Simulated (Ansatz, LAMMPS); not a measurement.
# Glassy 57SiO2-27Al2O3-16BaO (mol %) (149 atoms): geometry optimisation

How does glassy 57SiO2-27Al2O3-16BaO (mol %) (149 atoms) relax, and what do bonds, charges and levels look like afterwards?

Main program and level: Ansatz 0.2.0; Kohn-Sham DFT, r2SCAN, PAW (set soft_2), plane waves.

**1. Starting point**

The cell holds 149 atoms: 25 Si, 24 Al, 7 Ba and 93 O. Cell: a = 12.287 Å, b = 12.287 Å, c = 12.287 Å, α = 90.0°, β = 90.0°, γ = 90.0°. 149 atoms (25 Si, 24 Al, 7 Ba, 93 O) placed at random at 3.4 g/cm³, melted at 4000 K for 10 ps at fixed volume with the Morse and Coulomb pair potential with partial charges (Pedone, Malavasi, Menziani, Cormack and Segre, J. Phys. Chem. B 110, 11780 (2006)). Quenched from 4000 K to 300 K at 25 K/ps and fixed volume, held 5 ps.

Before any run, some limits are plain. The quench rate of 25 K/ps is many orders above laboratory rates, so the cell is likely richer in defects and strain than a real sample. The starting topology of bonds comes from the classical model. Only the Γ point is sampled, in a cell whose shortest periodic width is 12 Å. No spin–orbit coupling is included, so levels derived from the heavy atoms are approximate.

**2. Single point at the start**

A single point comes first, to see the forces before anything moves.

Input file input.yaml:

```yaml
crystal:
  lattice:
    - [12.2866, 0.0, 0.0]
    - [0.0, 12.2866, 0.0]
    - [0.0, 0.0, 12.2866]
  atoms:
    - { symbol: Si, position: [0.21333, 0.286, 0.8365] }
    - { symbol: Si, position: [0.81789, 0.80206, 0.84074] }
    - { symbol: Si, position: [0.35854, 0.01656, 0.66028] }
    - { symbol: Si, position: [0.41071, 0.9052, 0.31879] }
    [... 139 atom lines left out ...]
    - { symbol: O, position: [0.90289, 0.62468, 0.04838] }
    - { symbol: O, position: [0.42594, 0.01135, 0.39233] }
    - { symbol: O, position: [0.70687, 0.99471, 0.3684] }
    - { symbol: O, position: [0.55632, 0.94437, 0.83951] }
    - { symbol: O, position: [0.91759, 0.4496, 0.18888] }
    - { symbol: O, position: [0.00357, 0.82692, 0.0911] }
kpoints:
  mp_grid: { grid: [1, 1, 1] }
hamiltonian:
  xc: r2scan
scf:
  occupations: { method: fixed }
output:
  forces: true
  stress: true
  populations: true
  dos:
    method: { smearing: { sigma: 0.08 } }
    de: 0.1
    projected: { site_lists: { Al: [Al], Ba: [Ba], O: [O], Si: [Si] } }
  eigenvalues: true
```

On the command line:

```sh
$ ansatz run input.yaml --threads 4 --pin off --max-ram 8192MiB --backend cpu --events-out ev --progress --plain --runs-dir out
```

Wall time 87 s (4 threads of Arm Neoverse V2, shared host); peak memory 5.4 GiB.

Numbers from this run:

* free energy: -123779.2889 eV
* free energy per atom: -830.7335 eV/atom
* SCF cycles: 9
* pressure: 5.045 GPa
* r.m.s. force component: 1.333 eV/Å
* longest force: 5.955 eV/Å
* Fermi energy: 5.036 eV
* gap (highest filled to lowest empty level): 4.133 eV
* spilling of the projection: 0.01179

The r.m.s. force component of 1.3 eV/Å and the pressure of 5.0 GPa set the starting point.

Length of the force by element:

```csv
element,coordination,atoms,mean length of the force (eV/Å),spread,least,most
Al,all,24,2.10,1.07,0.335,4.21
Ba,all,7,0.842,0.309,0.248,1.27
O,all,93,1.75,0.979,0.388,5.48
Si,all,25,3.18,1.05,1.61,5.96
```

**3. Relaxation**

The atoms are relaxed in the fixed cell, aiming at the force tolerance of the input.

input.yaml, the sections that differ from step 2:

```yaml
output:
  forces: true
relax:
  f_tol: 0.03
  max_steps: 103
# crystal, kpoints, hamiltonian, scf: as in step 2
```

Run time: 18 min. Hardware: 4 threads; peak memory 5.1 GiB; 69 min of CPU time.

Relaxation path (22 of 23):

```csv
step,energy less that of the first step (eV),largest force component (eV/Å)
1,0.0000,4.7426
2,-6.1195,2.7125
3,-10.1842,1.1294
4,-11.1236,0.5967
5,-11.6110,0.5208
6,-11.9570,0.3417
7,-12.0969,0.1658
8,-12.1648,0.2811
9,-12.2070,0.4123
10,-12.2418,0.2362
11,-12.2904,0.1953
13,-12.3500,0.1503
14,-12.3891,0.1690
15,-12.4263,0.1717
16,-12.4442,0.1491
17,-12.4606,0.1726
18,-12.4449,0.1650
19,-12.4693,0.0553
20,-12.4814,0.0390
21,-12.4826,0.0603
22,-12.4844,0.0275
23,-12.4844,0.0275
```

Relaxation step 18 was tried and not accepted.

The atoms that moved most (Å):

```csv
atom,dx,dy,dz,length
Ba52,-0.695,-0.857,-1.292,1.699
Ba56,0.009,-0.836,-0.437,0.943
Ba55,-0.359,0.400,-0.506,0.738
Ba51,-0.379,0.598,0.035,0.709
O122,0.196,-0.558,0.143,0.608
O110,0.395,-0.214,0.275,0.526
Ba50,-0.300,0.367,-0.020,0.475
O78,0.307,0.340,0.120,0.474
```

The relaxation changed the energy by -83.8 meV/atom, and atoms moved by 0.28 Å r.m.s., 1.7 Å at most.

**4. Local order after relaxation**

Bonds before and after, by the cutoffs listed below:

```csv
pair,bonds before,bonds after,mean before (Å),mean after (Å),spread before (Å),spread after (Å)
O-Si,100,101,1.611,1.629,0.052,0.040
O-Al,100,102,1.780,1.796,0.111,0.090
O-Ba,67,67,3.054,2.977,0.267,0.283
```

Density 3.40 g/cm³, 12.45 Å³ an atom.

Pair distribution functions g(r), in bins of 0.2 Å:

```csv
r (Å),total,O-O,O-Si,O-Al,O-Ba,Si-Si,Si-Al
1.50,0.48,0.00,2.31,0.00,0.00,0.00,0.00
1.70,3.51,0.00,9.71,7.35,0.00,0.00,0.00
1.90,0.60,0.00,0.09,2.88,0.00,0.00,0.00
2.10,0.05,0.00,0.00,0.23,0.00,0.00,0.00
2.30,0.04,0.06,0.00,0.07,0.00,0.00,0.00
2.50,0.66,1.43,0.00,0.11,1.25,0.00,0.00
2.70,1.71,3.79,0.09,0.17,2.16,0.31,0.33
2.90,1.19,1.96,0.15,0.31,2.40,0.83,2.01
3.10,1.10,1.10,0.43,0.62,1.42,3.17,4.23
3.30,1.01,0.74,0.89,0.99,1.04,0.89,2.19
3.50,0.83,0.49,1.20,1.22,0.66,0.00,0.20
3.70,0.96,0.63,1.48,1.08,0.74,0.68,0.54
3.90,1.11,0.61,1.58,1.54,1.18,1.07,0.57
4.10,1.06,0.49,1.87,1.71,0.40,0.83,0.37
4.30,1.09,0.71,1.35,1.47,1.28,1.52,1.40
4.50,1.06,1.02,0.90,1.08,1.50,0.93,1.29
4.70,0.86,1.14,0.55,0.72,0.92,1.06,0.67
4.90,1.00,1.52,0.70,0.59,0.94,1.18,0.66
5.10,1.08,1.45,0.61,0.67,1.70,1.10,0.99
5.30,1.07,1.33,0.85,0.72,1.09,1.59,1.09
5.50,0.92,0.96,0.95,0.74,0.68,1.09,1.34
5.70,0.93,0.87,0.95,0.97,0.87,0.95,0.91
5.90,0.92,0.75,1.23,1.06,0.72,0.96,0.74
```

Bonds by pair of elements; cutoffs follow the first minimum of g(r), held within bounds set by covalent radii, and pairs that aren't listed don't count as bonded:

```csv
pair A-B,cutoff (Å),bonds,mean length (Å),spread (Å),shortest (Å),B about A,A about B
O-Si,2.16,101,1.63,0.04,1.56,1.09,4.04
O-Al,2.33,102,1.80,0.09,1.68,1.10,4.25
O-Ba,3.58,67,2.98,0.283,2.41,0.72,9.57
```

How many atoms have how many bonded neighbours:

```csv
element,mean,2,3,4,5,6,8,9,10,13
Al,4.25,0,0,19,4,1,0,0,0,0
Ba,9.57,0,0,0,0,0,2,2,2,1
O,2.90,26,52,13,2,0,0,0,0,0
Si,4.04,0,0,24,1,0,0,0,0,0
```

Bond angles (no mean is given where the spread exceeds 20°):

```csv
angle,count,mean (°),spread (°)
O-Al-O,169,108,17.9
O-Si-O,154,109,8.7
Ba-O-Si,70,101,17.2
Al-O-Si,69,132,14.7
Al-O-Ba,69,104,17.1
```

Oxygen atoms by the number of network formers (Si, P, Ge, B, Al, As, Ga) bound to them:

```csv
network formers bound to O,O atoms,per cent
0,0,0
1,1,1.1
2,74,79.6
3,18,19.4
```

Network units: each former by its oxygen neighbours and how many of them bridge to another former:

```csv
former,O neighbours,bridging O,atoms
Si,4,3,1
Si,4,4,23
Si,5,5,1
Al,4,4,19
Al,5,5,4
Al,6,6,1
```

Bond length by coordination (bonds to H left out):

```csv
element,coordination,atoms,mean bond length (Å)
Al,4,19,1.76
Al,5,4,1.88
Al,6,1,1.94
Ba,8,2,3.01
Ba,9,2,2.94
Ba,10,2,2.94
Ba,13,1,3.03
O,2,26,1.67
O,3,52,2.02
O,4,13,2.31
O,5,2,2.44
Si,4,24,1.62
Si,5,1,1.73
```

Rings of the network by King's shortest-path rule, up to 12 atoms, one path for each pair of neighbours; H, halogens, alkali and alkaline-earth atoms are left out, and the last column divides by all other atoms, bonded or not:

```csv
ring size (atoms),rings,per network atom
4,7,0.049
6,11,0.077
8,36,0.254
10,45,0.317
12,32,0.225
```

First main peaks of g(r), for some of the pairs, lie near 2.7 Å (O-O), 1.6 Å (O-Si), 1.8 Å (O-Al), 2.9 Å (O-Ba), 3.1 Å (Si-Si) and 3.1 Å (Si-Al). Counting bonds as in the table, 79 % of Al atoms have 4, 56 % of O atoms have 3 and 96 % of Si atoms have 4 bonded neighbours. The O-Al-O angle averages 108° with a spread of 18°. 80 % of the oxygens bridge two formers (Si and Al) and 1 % are non-bridging; 19 % join three. The commonest Si unit has 4 oxygens, 4 of them shared with other formers (23 of 25 atoms). Rings of 10 atoms are the most common (34 % of those counted); sizes run from 4 to 12, where the search stops.

**5. Single point at the relaxed geometry**

One more single point at the end of the walk gives the fuller output and checks the residual forces.

Input file input.yaml:

```yaml
crystal:
  lattice:
    - [12.2866, 0.0, 0.0]
    - [0.0, 12.2866, 0.0]
    - [0.0, 0.0, 12.2866]
  atoms:
    - { symbol: Si, position: [0.21593, 0.28383, 0.82809] }
    - { symbol: Si, position: [0.80172, 0.80247, 0.84277] }
    - { symbol: Si, position: [0.34895, 0.01546, 0.65872] }
    - { symbol: Si, position: [0.41385, 0.91455, 0.32257] }
    [... 139 atom lines left out ...]
    - { symbol: O, position: [0.91997, 0.61444, 0.03761] }
    - { symbol: O, position: [0.42922, 0.02088, 0.39753] }
    - { symbol: O, position: [0.69908, 0.9917, 0.3897] }
    - { symbol: O, position: [0.55921, 0.93673, 0.83826] }
    - { symbol: O, position: [0.91986, 0.45706, 0.19998] }
    - { symbol: O, position: [0.00408, 0.81979, 0.08785] }
kpoints:
  mp_grid: { grid: [1, 1, 1] }
hamiltonian:
  xc: r2scan
scf:
  occupations: { method: fixed }
output:
  forces: true
  stress: true
  populations: true
  dos:
    method: { smearing: { sigma: 0.08 } }
    de: 0.1
    projected: { site_lists: { Al: [Al], Ba: [Ba], O: [O], Si: [Si] } }
  eigenvalues: true
  write_density: true
  write_potential: true
  volumetric_format: npy
  elf: true
```

It took 95 s on 4 threads; peak memory 5.4 GiB.

Numbers from this run:

| Quantity | Value |
| --- | --- |
| free energy | -123791.7733 eV |
| free energy per atom | -830.8173 eV/atom |
| SCF cycles | 9 |
| pressure | 1.307 GPa |
| r.m.s. force component | 0.00607 eV/Å |
| longest force | 0.03321 eV/Å |
| Fermi energy | 4.896 eV |
| gap (highest filled to lowest empty level) | 4.628 eV |
| spilling of the projection | 0.01179 |

Löwdin charges by element and coordination (they lack the spilled electrons, 0.063 e an atom on average):

```csv
element,coordination,atoms,mean charge (e),spread,least,most
Al,all,24,1.37,0.0376,1.30,1.43
Al,4,19,1.37,0.0388,1.30,1.43
Al,5,4,1.36,0.0297,1.31,1.39
Al,6,1,1.34,0,1.34,1.34
Ba,all,7,1.94,0.0208,1.91,1.97
Ba,8,2,1.93,0.0126,1.92,1.94
Ba,9,2,1.94,0.0311,1.91,1.97
Ba,10,2,1.95,0.0108,1.94,1.96
Ba,13,1,1.95,0,1.95,1.95
O,all,93,-0.876,0.0473,-1.02,-0.797
O,2,26,-0.850,0.0433,-1.02,-0.797
O,3,52,-0.883,0.0392,-1.00,-0.815
O,4,13,-0.894,0.0533,-1.02,-0.821
O,5,2,-0.943,0.0665,-1.01,-0.876
Si,all,25,1.78,0.0326,1.68,1.83
Si,4,24,1.78,0.0332,1.68,1.83
Si,5,1,1.78,0,1.78,1.78
```

States in the cell by windows of 1 eV, zero at the Fermi level; the larger projections on atomic orbitals stand beside the total:

```csv
from (eV),to (eV),total,O p,Ba p
-14,-12,0.0,0.0,0.0
-12,-11,28.1,1.1,26.3
-11,-10,14.8,1.2,12.9
-10,-9,7.6,5.2,0.0
-9,-8,14.0,9.8,0.1
-8,-7,23.3,16.8,0.1
-7,-6,40.2,30.5,0.1
-6,-5,55.7,43.5,0.2
-5,-4,71.1,58.1,0.3
-4,-3,86.3,75.7,0.4
-3,-2,102.4,94.5,0.5
-2,-1,107.2,101.8,0.4
-1,0,47.9,46.1,0.1
0,1,1.5,1.4,0.0
1,4,0.0,0.0,0.0
4,5,2.0,0.0,0.0
```

The curve was stored every 0.100 eV, coarse against its broadening of 0.08 eV, so these counts are rough.

With fixed occupations the program's Fermi level is the highest filled level; weight inside the gap is the broadening of levels at its edges.

Between -26 and -14 eV lie 189 more states.

The levels nearest the highest filled one (over half full), pooled over k-points and spins:

```csv
level less the highest filled one (eV),occupation
-0.511,2
-0.417,2
-0.370,2
-0.265,2
-0.192,2
0,2
4.63,0
5.27,0
5.54,0
5.79,0
5.89,0
5.94,0
```

Mean Löwdin charges: Al +1.37, Ba +1.94, O -0.88, Si +1.78 e (they miss 1.2 % of the electrons, so they add up to more than the cell's charge).

**6. Outcome**

```
energy change in the relaxation                  : -83.79 meV/atom
r.m.s. displacement                              : 0.277 Å
largest displacement                             : 1.699 Å
free energy per atom                             : -830.8173 eV/atom
pressure                                         : 1.307 GPa
r.m.s. force component                           : 0.00607 eV/Å
gap (highest filled to lowest empty level) : 4.628 eV
wall time of the 3 DFT runs                      : 21 min
```

In words: Relaxation lowers the energy by 83.8 meV/atom and moves atoms by 0.28 Å r.m.s.; the r.m.s. force component goes from 1.3 to 0.0061 eV/Å, the pressure goes from 5.0 to 1.3 GPa, and the gap from 4.13 to 4.63 eV. By the final cutoffs 14 of 267 bonded pairs parted and 17 joined. First to last step the energy falls by 12.484 eV; the largest move, 1.70 Å, is that of Ba52. The O-Ba bonds change most in mean length: from 3.054 Å (spread 0.267) to 2.977 Å (spread 0.283). Counting bonds as in the table, 79 % of Al atoms have 4, 56 % of O atoms have 3 and 96 % of Si atoms have 4 bonded neighbours. 80 % of the oxygens bridge two formers (Si and Al) and 1 % are non-bridging; 19 % join three. Between filled and empty levels lie 4.63 eV (at Γ alone); a semilocal functional tends to put such gaps too low. In a disordered cell it changes from sample to sample, and tail or defect levels can set it.

Caveats: The starting topology of bonds comes from the classical model; in DFT 14 of its 267 bonded pairs passed out of the cutoffs and 17 came within them.

[Logs are printed without paths, hosts, clocks, repeated set-up lines and the standing remarks that a program may print on its own settings, such as how far it seeks lower states.]

[Hosts, paths, dates, database ids (printed as entryN), source tags and the programs' standing remarks are cut or masked in the printed files.]
